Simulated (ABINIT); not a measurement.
An input for ABINIT 10.8.3 (Diamond (Fd-3m, 2 atoms a cell)):

```
acell 3*1.0 Angstrom
rprim 
  -0.000000000000 1.783370000000 1.783370000000
  1.783370000000 -0.000000000000 1.783370000000
  1.783370000000 1.783370000000 0.000000000000
ntypat 1
znucl 6
natom 2
typat 1 1
xred 
  0.000000000000 0.000000000000 -0.000000000000
  0.250000000000 0.250000000000 0.250000000000
pp_dirpath "pseudos"
pseudos "C.upf"
ecut 37
ngkpt 6 6 6
nshiftk 1
shiftk 0 0 0
kptopt 1
chksymbreak 0
istwfk *1
occopt 1
irdwfk 1
optdriver 4
nband 291
gwcalctyp 0
ecutsigx 37
symsigma 1
nkptgw 4
kptgw 
  0.0000000000 0.0000000000 0.0000000000
  0.3333333333 0.3333333333 0.0000000000
  0.5000000000 0.0000000000 0.0000000000
  0.5000000000 0.5000000000 0.0000000000
bdgw 
  2 7
  3 6
  3 6
  3 6
ecuteps 22
irdscr 1
ppmodel 1
indata_prefix "in"
outdata_prefix "out"
tmpdata_prefix "tmp"
```

```sh
OMP_NUM_THREADS=1 mpirun -n 4 abinit run.abi > log
```

Question: How long will it take on 4 MPI ranks of Arm Neoverse V1, shared host, and how much memory?

It took 3.6 min; on shared hardware allow 1.8 min to 7.1 min. Peak host memory was 1.8 GiB.

[Paths, hosts, dates, memory and timing lines, banners, echoed tables and standing remarks are left out of the program output.]

[Logs are printed without paths, hosts, clocks, repeated set-up lines and the standing remarks that a program may print on its own settings, such as how far it seeks lower states.]

[Runs of the session that timed out or met a known fault of the program may be left out.]

[Hosts, paths, dates, database ids (printed as entryN), source tags and the programs' standing remarks are cut or masked in the printed files.]

[G0W0 gaps are taken among the corrected bands and points alone; a level outside them can change the order at an edge.]

[Where Ansatz stands beside ABINIT at settings called matched, ABINIT's density can come from a denser mesh and the files from another edition; pairs whose starting gaps differed by over 0.03 eV were left out, so agreement reads better than it is.]
